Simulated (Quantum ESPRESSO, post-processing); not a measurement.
# CaO(001), stepped through the number of layers, part 2 of 2

Aim: how the results for CaO(001) change with the number of layers.

Quantum ESPRESSO 7.5; plane-wave DFT, PBE, GBRV ultrasoft pseudopotentials.

So far. Step 11 (Potential by pp.x, 3 layers): The slope in the vacuum is 0.100 eV/Å for an applied 0.10 V/Å, as it should be. Step 13 (Relaxation with pw.x, 4 layers): The relaxation lowers the energy by 2 meV an atom.

### 14. Self-consistent run, 4 layers

Contents of m1.f0.in:

```
&control
  prefix = 'm1.f0'
  outdir = './out'
  pseudo_dir = './pseudo'
  calculation = 'scf'
  tprnfor = .true.
  tefield = .true.
  dipfield = .true.
/
&system
  ibrav = 0
  nat = 8
  ntyp = 2
  ecutwfc = 40
  ecutrho = 200
  occupations = 'fixed'
  edir = 3
  emaxpos = 0.97
  eopreg = 0.04
  eamp = 0.0
  nbnd = 36
/
&electrons
  conv_thr = 1e-09
  mixing_beta = 0.4
  electron_maxstep = 120
  mixing_mode = 'plain'
/
ATOMIC_SPECIES
  Ca  40.0780  ca_pbe_v1.uspp.F.UPF
  O   15.9990  o_pbe_v1.2.uspp.F.UPF
CELL_PARAMETERS angstrom
  3.41506535100000 0.00000000000000 0.00000000000000
  0.00000000000000 3.41506535100000 0.00000000000000
  0.00000000000000 0.00000000000000 23.21013628849586
ATOMIC_POSITIONS crystal
  Ca  0.000000000000 0.000000000000 0.345395664800
  O   0.500000000000 0.500000000000 0.346198978000
  Ca  0.500000000000 0.500000000000 0.447849408200
  O   0.000000000000 0.000000000000 0.447305508500
  Ca  0.000000000000 0.000000000000 0.552150591800
  O   0.500000000000 0.500000000000 0.552694491500
  Ca  0.500000000000 0.500000000000 0.654604335200
  O   0.000000000000 0.000000000000 0.653801022000
K_POINTS automatic
  4 4 1 0 0 0
```

Started as:

```console
$ OMP_NUM_THREADS=1 mpirun -n 4 pw.x -nk 1 -in m1.f0.in > m1.f0.out
```

Run time: 23 s. Hardware: 4 MPI ranks of Arm Neoverse V1, shared host; peak memory 0.63 GiB; 93 s of CPU time.

Numbers from this step:

```
dipole along the normal              : 0 e·Å
conduction bottom, on the run's zero : 3.733 eV
gap by band count                    : 2.870 eV
```

### 15. SCF with pw.x, 4 layers: field 0.1 V/Å

m1.f1.in, as its differences from the input of step 14:

```diff
@@ -1,3 +1,3 @@
 &control
-  prefix = 'm1.f0'
+  prefix = 'm1.f1'
   outdir = './out'
@@ -19,3 +19,3 @@
   eopreg = 0.04
-  eamp = 0.0
+  eamp = 0.00194469
   nbnd = 36
@@ -27,2 +27,3 @@
   mixing_mode = 'plain'
+  startingpot = 'file'
 /
```

Started as:

```console
$ cp -r out/m1.f0.save out/m1.f1.save
$ OMP_NUM_THREADS=1 mpirun -n 4 pw.x -nk 1 -in m1.f1.in > m1.f1.out
```

Elapsed: 19 s, on 4 MPI ranks; peak memory 0.42 GiB.

Read from the output:

```
free energy                          : -5850.2582 eV
dipole along the normal              : 0.05192 e·Å
valence top, on the run's zero       : 0.9358 eV
conduction bottom, on the run's zero : 3.569 eV
gap by band count                    : 2.633 eV
```

### 16. Relaxation with pw.x, 4 layers: field 0.1 V/Å

m1.r1.in, as its differences from the input of step 15:

```diff
@@ -1,9 +1,11 @@
 &control
-  prefix = 'm1.f1'
+  prefix = 'm1.r1'
   outdir = './out'
   pseudo_dir = './pseudo'
-  calculation = 'scf'
-  tprnfor = .true.
+  nstep = 90
+  forc_conv_thr = 6e-05
+  calculation = 'relax'
   tefield = .true.
   dipfield = .true.
+  etot_conv_thr = 1e-07
 /
@@ -20,10 +22,9 @@
   eamp = 0.00194469
-  nbnd = 36
 /
 &electrons
-  conv_thr = 1e-09
+  conv_thr = 1e-10
   mixing_beta = 0.4
   electron_maxstep = 120
-  mixing_mode = 'plain'
-  startingpot = 'file'
+/
+&ions
 /
```

Started as:

```console
$ OMP_NUM_THREADS=1 mpirun -n 4 pw.x -nk 1 -in m1.r1.in > m1.r1.out
```

Run time: 99 s. Hardware: 4 MPI ranks; peak memory 0.64 GiB.

Hardly anything moved in the relaxation; the energy changed by under 0.2 meV an atom.

Read from the output:

| Property | Result |
| --- | --- |
| free energy | -5850.2588 eV |
| dipole along the normal | 0.06458 e·Å |
| valence top, on the run's zero | 0.8784 eV |

### 17. Relaxation with pw.x, 8 layers

System of this step: CaO(001), 8 layers. The cell holds 16 atoms: 8 Ca and 8 O. Its edges and angles: a = 3.415 Å, b = 3.415 Å, c = 32.869 Å, α = 90.0°, β = 90.0°, γ = 90.0°. It derives from CaO. Vacuum lies along c.

Contents of m5.relax.in:

```
&control
  prefix = 'm5.relax'
  outdir = './out'
  pseudo_dir = './pseudo'
  nstep = 90
  forc_conv_thr = 6e-05
  calculation = 'relax'
  etot_conv_thr = 1e-07
/
&system
  ibrav = 0
  nat = 16
  ntyp = 2
  ecutwfc = 40
  ecutrho = 200
  occupations = 'fixed'
/
&electrons
  conv_thr = 1e-10
  mixing_beta = 0.4
  electron_maxstep = 120
/
&ions
/
ATOMIC_SPECIES
  Ca  40.0780  ca_pbe_v1.uspp.F.UPF
  O   15.9990  o_pbe_v1.2.uspp.F.UPF
CELL_PARAMETERS angstrom
  3.41506535100000 0.00000000000000 0.00000000000000
  0.00000000000000 3.41506535100000 0.00000000000000
  0.00000000000000 0.00000000000000 32.86938475249586
ATOMIC_POSITIONS crystal
  Ca  0.000000000000 0.000000000000 0.242865816636
  O   0.500000000000 0.500000000000 0.242865816636
  Ca  0.500000000000 0.500000000000 0.316332726169
  O   0.000000000000 0.000000000000 0.316332726169
  Ca  0.000000000000 0.000000000000 0.389799635701
  O   0.500000000000 0.500000000000 0.389799635701
  Ca  0.500000000000 0.500000000000 0.463266545234
  O   0.000000000000 0.000000000000 0.463266545234
  Ca  0.000000000000 0.000000000000 0.536733454766
  O   0.500000000000 0.500000000000 0.536733454766
  Ca  0.500000000000 0.500000000000 0.610200364299
  O   0.000000000000 0.000000000000 0.610200364299
  Ca  0.000000000000 0.000000000000 0.683667273831
  O   0.500000000000 0.500000000000 0.683667273831
  Ca  0.500000000000 0.500000000000 0.757134183364
  O   0.000000000000 0.000000000000 0.757134183364
K_POINTS automatic
  4 4 1 0 0 0
```

Started as:

```console
$ OMP_NUM_THREADS=1 mpirun -n 4 pw.x -nk 1 -in m5.relax.in > m5.relax.out
```

Elapsed: 15 min, on 4 MPI ranks; peak memory 0.75 GiB; 61 min of CPU time.

Step by step (22 of 26):

```tsv
step	energy less that of the first step (eV)	largest force (eV/Å)
1	0.0000	0.2007
2	-0.0030	0.1716
3	-0.0059	0.1413
5	-0.0127	0.0539
6	-0.0137	0.0378
7	-0.0138	0.0294
8	-0.0139	0.0204
9	-0.0141	0.0173
11	-0.0142	0.0168
12	-0.0143	0.0121
13	-0.0143	0.0062
14	-0.0143	0.0061
15	-0.0143	0.0085
16	-0.0143	0.0108
18	-0.0144	0.0125
19	-0.0144	0.0111
20	-0.0144	0.0082
21	-0.0144	0.0071
22	-0.0144	0.0053
24	-0.0144	0.0025
25	-0.0145	0.0019
26	-0.0145	0.0010
```

The atoms that moved most (Å):

```tsv
atom	dx	dy	dz	length
O2	0.000	0.000	0.046	0.046
O16	0.000	0.000	-0.046	0.046
Ca15	0.000	0.000	-0.029	0.029
Ca1	0.000	0.000	0.029	0.029
O4	0.000	0.000	-0.017	0.017
O14	0.000	0.000	0.017	0.017
Ca13	0.000	0.000	0.008	0.008
Ca3	0.000	0.000	-0.008	0.008
```

Read from the output:

```
free energy                    : -11701.4430 eV
valence top, on the run's zero : 2.872 eV
```

### 18. Ground state, 8 layers

Contents of m5.f0.in:

```
&control
  prefix = 'm5.f0'
  outdir = './out'
  pseudo_dir = './pseudo'
  calculation = 'scf'
  tprnfor = .true.
  tefield = .true.
  dipfield = .true.
/
&system
  ibrav = 0
  nat = 16
  ntyp = 2
  ecutwfc = 40
  ecutrho = 200
  occupations = 'fixed'
  edir = 3
  emaxpos = 0.97
  eopreg = 0.04
  eamp = 0.0
  nbnd = 68
/
&electrons
  conv_thr = 1e-09
  mixing_beta = 0.4
  electron_maxstep = 120
  mixing_mode = 'plain'
/
ATOMIC_SPECIES
  Ca  40.0780  ca_pbe_v1.uspp.F.UPF
  O   15.9990  o_pbe_v1.2.uspp.F.UPF
CELL_PARAMETERS angstrom
  3.41506535100000 0.00000000000000 0.00000000000000
  0.00000000000000 3.41506535100000 0.00000000000000
  0.00000000000000 0.00000000000000 32.86938475249586
ATOMIC_POSITIONS crystal
  Ca  0.000000000000 0.000000000000 0.243745752200
  O   0.500000000000 0.500000000000 0.244278848100
  Ca  0.500000000000 0.500000000000 0.316091468300
  O   0.000000000000 0.000000000000 0.315815176200
  Ca  0.000000000000 0.000000000000 0.389698078400
  O   0.500000000000 0.500000000000 0.389800220200
  Ca  0.500000000000 0.500000000000 0.463236456000
  O   0.000000000000 0.000000000000 0.463201847100
  Ca  0.000000000000 0.000000000000 0.536763544000
  O   0.500000000000 0.500000000000 0.536798152900
  Ca  0.500000000000 0.500000000000 0.610301921600
  O   0.000000000000 0.000000000000 0.610199779800
  Ca  0.000000000000 0.000000000000 0.683908531700
  O   0.500000000000 0.500000000000 0.684184823800
  Ca  0.500000000000 0.500000000000 0.756254247800
  O   0.000000000000 0.000000000000 0.755721151900
K_POINTS automatic
  4 4 1 0 0 0
```

Started as:

```console
$ OMP_NUM_THREADS=1 mpirun -n 4 pw.x -nk 1 -in m5.f0.in > m5.f0.out
```

Run time: 92 s. Hardware: 4 MPI ranks; peak memory 0.48 GiB.

This step gave:

- dipole along the normal: 0 e·Å
- conduction bottom, on the run's zero: 5.823 eV
- gap by band count: 2.951 eV

### 19. Ground state, 8 layers: field 0.1 V/Å

m5.f1.in, as its differences from the input of step 18:

```diff
@@ -1,3 +1,3 @@
 &control
-  prefix = 'm5.f0'
+  prefix = 'm5.f1'
   outdir = './out'
@@ -19,3 +19,3 @@
   eopreg = 0.04
-  eamp = 0.0
+  eamp = 0.00194469
   nbnd = 68
@@ -27,2 +27,3 @@
   mixing_mode = 'plain'
+  startingpot = 'file'
 /
```

Started as:

```console
$ cp -r out/m5.f0.save out/m5.f1.save
$ OMP_NUM_THREADS=1 mpirun -n 4 pw.x -nk 1 -in m5.f1.in > m5.f1.out
```

The job ended after 69 s (4 MPI ranks; peak memory 0.76 GiB; 4.6 min of CPU time).

Read from the output:

```
free energy                          : -11701.4479 eV
dipole along the normal              : 0.09781 e·Å
valence top, on the run's zero       : 3.094 eV
conduction bottom, on the run's zero : 5.489 eV
gap by band count                    : 2.394 eV
```

### 20. Relaxation with pw.x, 8 layers: field 0.1 V/Å

m5.r1.in, as its differences from the input of step 19:

```diff
@@ -1,9 +1,11 @@
 &control
-  prefix = 'm5.f1'
+  prefix = 'm5.r1'
   outdir = './out'
   pseudo_dir = './pseudo'
-  calculation = 'scf'
-  tprnfor = .true.
+  nstep = 90
+  forc_conv_thr = 6e-05
+  calculation = 'relax'
   tefield = .true.
   dipfield = .true.
+  etot_conv_thr = 1e-07
 /
@@ -20,10 +22,9 @@
   eamp = 0.00194469
-  nbnd = 68
 /
 &electrons
-  conv_thr = 1e-09
+  conv_thr = 1e-10
   mixing_beta = 0.4
   electron_maxstep = 120
-  mixing_mode = 'plain'
-  startingpot = 'file'
+/
+&ions
 /
```

Started as:

```console
$ OMP_NUM_THREADS=1 mpirun -n 4 pw.x -nk 1 -in m5.r1.in > m5.r1.out
```

Run time: 6.6 min. Hardware: 4 MPI ranks; peak memory 0.77 GiB; 26 min of CPU time.

No atom moved by 0.005 Å in the relaxation.

This step gave:

- free energy: -11701.4492 eV
- dipole along the normal: 0.1233 e·Å
- valence top, on the run's zero: 2.925 eV

### 21. Relaxing the ions, 9 layers

System of this step: CaO(001), 9 layers. The cell holds 18 atoms: 9 Ca and 9 O. Its edges and angles: a = 3.415 Å, b = 3.415 Å, c = 35.284 Å, α = 90.0°, β = 90.0°, γ = 90.0°. It derives from CaO. Vacuum lies along c.

Contents of m6.relax.in:

```
&control
  prefix = 'm6.relax'
  outdir = './out'
  pseudo_dir = './pseudo'
  nstep = 90
  forc_conv_thr = 6e-05
  calculation = 'relax'
  etot_conv_thr = 1e-07
/
&system
  ibrav = 0
  nat = 18
  ntyp = 2
  ecutwfc = 40
  ecutrho = 200
  occupations = 'fixed'
/
&electrons
  conv_thr = 1e-10
  mixing_beta = 0.4
  electron_maxstep = 120
/
&ions
/
ATOMIC_SPECIES
  Ca  40.0780  ca_pbe_v1.uspp.F.UPF
  O   15.9990  o_pbe_v1.2.uspp.F.UPF
CELL_PARAMETERS angstrom
  3.41506535100000 0.00000000000000 0.00000000000000
  0.00000000000000 3.41506535100000 0.00000000000000
  0.00000000000000 0.00000000000000 35.28419686849587
ATOMIC_POSITIONS crystal
  Ca  0.000000000000 0.000000000000 0.226244343891
  O   0.500000000000 0.500000000000 0.226244343891
  Ca  0.500000000000 0.500000000000 0.294683257919
  O   0.000000000000 0.000000000000 0.294683257919
  Ca  0.000000000000 0.000000000000 0.363122171946
  O   0.500000000000 0.500000000000 0.363122171946
  Ca  0.500000000000 0.500000000000 0.431561085973
  O   0.000000000000 0.000000000000 0.431561085973
  Ca  0.000000000000 0.000000000000 0.500000000000
  O   0.500000000000 0.500000000000 0.500000000000
  Ca  0.500000000000 0.500000000000 0.568438914027
  O   0.000000000000 0.000000000000 0.568438914027
  Ca  0.000000000000 0.000000000000 0.636877828054
  O   0.500000000000 0.500000000000 0.636877828054
  Ca  0.500000000000 0.500000000000 0.705316742081
  O   0.000000000000 0.000000000000 0.705316742081
  Ca  0.000000000000 0.000000000000 0.773755656109
  O   0.500000000000 0.500000000000 0.773755656109
K_POINTS automatic
  4 4 1 0 0 0
```

Started as:

```console
$ OMP_NUM_THREADS=1 mpirun -n 4 pw.x -nk 1 -in m6.relax.in > m6.relax.out
```

The job ended after 17 min (4 MPI ranks; peak memory 0.83 GiB; 70 min of CPU time).

The steps of the relaxation (22 of 27):

```tsv
step	energy less that of the first step (eV)	largest force (eV/Å)
1	0.0000	0.2006
2	-0.0030	0.1716
3	-0.0058	0.1415
5	-0.0127	0.0541
6	-0.0137	0.0383
7	-0.0138	0.0299
8	-0.0139	0.0209
10	-0.0142	0.0188
11	-0.0143	0.0184
12	-0.0143	0.0143
13	-0.0144	0.0069
15	-0.0144	0.0060
16	-0.0144	0.0075
17	-0.0144	0.0078
18	-0.0144	0.0060
20	-0.0144	0.0076
21	-0.0144	0.0085
22	-0.0145	0.0084
23	-0.0145	0.0077
25	-0.0145	0.0041
26	-0.0145	0.0016
27	-0.0145	0.0008
```

The atoms that moved most (Å):

```tsv
atom	dx	dy	dz	length
O18	0.000	0.000	-0.047	0.047
O2	0.000	0.000	0.047	0.047
Ca17	0.000	0.000	-0.030	0.030
Ca1	0.000	0.000	0.030	0.030
O4	0.000	0.000	-0.016	0.016
O16	0.000	0.000	0.016	0.016
Ca15	0.000	0.000	0.007	0.007
Ca3	0.000	0.000	-0.007	0.007
```

Final coordinates:

```cif
data_structure
_symmetry_space_group_name_H-M 'P 1'
_symmetry_Int_Tables_number 1
_cell_length_a 3.4151
_cell_length_b 3.4151
_cell_length_c 35.2842
_cell_angle_alpha 90.000
_cell_angle_beta 90.000
_cell_angle_gamma 90.000
_cell_volume 411.51
loop_
_atom_site_label
_atom_site_type_symbol
_atom_site_fract_x
_atom_site_fract_y
_atom_site_fract_z
_atom_site_occupancy
Ca1 Ca 0.00000 0.00000 0.22708 1
O2 O 0.50000 0.50000 0.22758 1
Ca3 Ca 0.50000 0.50000 0.29448 1
O4 O 0.00000 0.00000 0.29422 1
Ca5 Ca 0.00000 0.00000 0.36303 1
O6 O 0.50000 0.50000 0.36313 1
Ca7 Ca 0.50000 0.50000 0.43152 1
O8 O 0.00000 0.00000 0.43150 1
Ca9 Ca 0.00000 0.00000 0.50000 1
O10 O 0.50000 0.50000 0.50000 1
Ca11 Ca 0.50000 0.50000 0.56848 1
O12 O 0.00000 0.00000 0.56850 1
Ca13 Ca 0.00000 0.00000 0.63697 1
O14 O 0.50000 0.50000 0.63687 1
Ca15 Ca 0.50000 0.50000 0.70552 1
O16 O 0.00000 0.00000 0.70578 1
Ca17 Ca 0.00000 0.00000 0.77292 1
O18 O 0.50000 0.50000 0.77242 1
```

This step gave:

```
free energy                    : -13164.2401 eV
valence top, on the run's zero : 3.206 eV
```

### 22. Ground state, 9 layers

Contents of m6.f0.in:

```
&control
  prefix = 'm6.f0'
  outdir = './out'
  pseudo_dir = './pseudo'
  calculation = 'scf'
  tprnfor = .true.
  tefield = .true.
  dipfield = .true.
/
&system
  ibrav = 0
  nat = 18
  ntyp = 2
  ecutwfc = 40
  ecutrho = 200
  occupations = 'fixed'
  edir = 3
  emaxpos = 0.97
  eopreg = 0.04
  eamp = 0.0
  nbnd = 76
/
&electrons
  conv_thr = 1e-09
  mixing_beta = 0.4
  electron_maxstep = 120
  mixing_mode = 'plain'
/
ATOMIC_SPECIES
  Ca  40.0780  ca_pbe_v1.uspp.F.UPF
  O   15.9990  o_pbe_v1.2.uspp.F.UPF
CELL_PARAMETERS angstrom
  3.41506535100000 0.00000000000000 0.00000000000000
  0.00000000000000 3.41506535100000 0.00000000000000
  0.00000000000000 0.00000000000000 35.28419686849587
ATOMIC_POSITIONS crystal
  Ca  0.000000000000 0.000000000000 0.227084638300
  O   0.500000000000 0.500000000000 0.227582409100
  Ca  0.500000000000 0.500000000000 0.294476814100
  O   0.000000000000 0.000000000000 0.294215979900
  Ca  0.000000000000 0.000000000000 0.363032685400
  O   0.500000000000 0.500000000000 0.363126881800
  Ca  0.500000000000 0.500000000000 0.431519747200
  O   0.000000000000 0.000000000000 0.431497326300
  Ca  0.000000000000 0.000000000000 0.500000000000
  O   0.500000000000 0.500000000000 0.500000000000
  Ca  0.500000000000 0.500000000000 0.568480252800
  O   0.000000000000 0.000000000000 0.568502673700
  Ca  0.000000000000 0.000000000000 0.636967314600
  O   0.500000000000 0.500000000000 0.636873118200
  Ca  0.500000000000 0.500000000000 0.705523185900
  O   0.000000000000 0.000000000000 0.705784020100
  Ca  0.000000000000 0.000000000000 0.772915361700
  O   0.500000000000 0.500000000000 0.772417590900
K_POINTS automatic
  4 4 1 0 0 0
```

Started as:

```console
$ OMP_NUM_THREADS=1 mpirun -n 4 pw.x -nk 1 -in m6.f0.in > m6.f0.out
```

Run time: 2.1 min. Hardware: 4 MPI ranks; peak memory 0.82 GiB.

Numbers from this step:

```
dipole along the normal              : 0 e·Å
conduction bottom, on the run's zero : 6.158 eV
gap by band count                    : 2.952 eV
```

### 23. SCF with pw.x, 9 layers: field 0.1 V/Å

m6.f1.in, as its differences from the input of step 22:

```diff
@@ -1,3 +1,3 @@
 &control
-  prefix = 'm6.f0'
+  prefix = 'm6.f1'
   outdir = './out'
@@ -19,3 +19,3 @@
   eopreg = 0.04
-  eamp = 0.0
+  eamp = 0.00194469
   nbnd = 76
@@ -27,2 +27,3 @@
   mixing_mode = 'plain'
+  startingpot = 'file'
 /
```

Started as:

```console
$ cp -r out/m6.f0.save out/m6.f1.save
$ OMP_NUM_THREADS=1 mpirun -n 4 pw.x -nk 1 -in m6.f1.in > m6.f1.out
```

Run time: 87 s. Hardware: 4 MPI ranks; peak memory 0.59 GiB; 5.8 min of CPU time.

Numbers from this step:

| Item | Value |
| --- | --- |
| free energy | -13164.2456 eV |
| dipole along the normal | 0.1093 e·Å |
| valence top, on the run's zero | 3.462 eV |
| conduction bottom, on the run's zero | 5.791 eV |
| gap by band count | 2.329 eV |

### 24. Relaxation with pw.x, 9 layers: field 0.1 V/Å

m6.r1.in, as its differences from the input of step 23:

```diff
@@ -1,9 +1,11 @@
 &control
-  prefix = 'm6.f1'
+  prefix = 'm6.r1'
   outdir = './out'
   pseudo_dir = './pseudo'
-  calculation = 'scf'
-  tprnfor = .true.
+  nstep = 90
+  forc_conv_thr = 6e-05
+  calculation = 'relax'
   tefield = .true.
   dipfield = .true.
+  etot_conv_thr = 1e-07
 /
@@ -20,10 +22,9 @@
   eamp = 0.00194469
-  nbnd = 76
 /
 &electrons
-  conv_thr = 1e-09
+  conv_thr = 1e-10
   mixing_beta = 0.4
   electron_maxstep = 120
-  mixing_mode = 'plain'
-  startingpot = 'file'
+/
+&ions
 /
```

Started as:

```console
$ OMP_NUM_THREADS=1 mpirun -n 4 pw.x -nk 1 -in m6.r1.in > m6.r1.out
```

Run time: 8.3 min. Hardware: 4 MPI ranks; peak memory 0.85 GiB.

No atom moved by 0.005 Å in the relaxation.

Read from the output:

* free energy: -13164.2470 eV
* dipole along the normal: 0.1378 e·Å
* valence top, on the run's zero: 3.267 eV

### 25. The series side by side

The series in one table:

```tsv
the number of layers	4πα/A, ions held (Å)	4πα/A, ions free (Å)	gap on the mesh (eV)	vacuum level over the valence top (eV)	energy (eV)
3 layers	6.273	7.788	2.805	4.049	-4387.4515
4 layers	8.06	10.02	2.87	4.048	-5850.2556
5 layers	9.841	12.31	2.916	4.066	-7313.0513
6 layers	11.62	14.58	2.934	4.07	-8775.8488
7 layers	13.4	16.86	2.946	4.073	-10238.6459
8 layers	15.18	19.13	2.951	4.075	-11701.4430
9 layers	16.96	21.4	2.952	4.075	-13164.2401
```

### 26. A check by hand

4πα/A grows by 0.737 Å for each Å of thickness (clamped-ion); 1 − 1/ε = 0.737 gives ε = 3.8.

4πα/A grows by 0.940 Å for each Å of thickness (relaxed-ion); 1 − 1/ε = 0.940 gives ε = 16.7.

### 27. Summary of results

```json
{
 "clamped-ion ε from the slope of 4πα/A against thickness": "3.8",
 "relaxed-ion ε from the slope of 4πα/A against thickness": "16.6",
 "gap at 9 layers": "2.95 eV"
}
```

The series holds 7 members; clamped-ion ε from the slope of 4πα/A against thickness: 3.8; relaxed-ion ε from the slope of 4πα/A against thickness: 16.6; gap at 9 layers: 2.95 eV (PBE, GBRV ultrasoft). So near one, the relaxed-ion slope is touchy: 0.01 in it moves ε by 2.8. The gap goes from 2.80 to 2.95 eV as the slab grows from 4.8 to 19.3 Å; the bulk has 3.66 eV on its mesh, which the slab undercuts, so surface states set its edges. Surface layers answer otherwise than the interior, so permittivities come from the slope against thickness; semilocal gaps overscreen; 1×1 cells forbid distortions that need a larger cell.

[Logs are printed without paths, hosts, clocks, repeated set-up lines and the standing remarks that a program may print on its own settings, such as how far it seeks lower states.]

[Hosts, paths, dates, database ids (printed as entryN), source tags and the programs' standing remarks are cut or masked in the printed files.]

[Maps of the electrostatic potential energy from Ansatz leave out the sawtooth potential of an applied field or a dipole correction, so their vacuum need not be flat; planar profiles and work functions include it.]
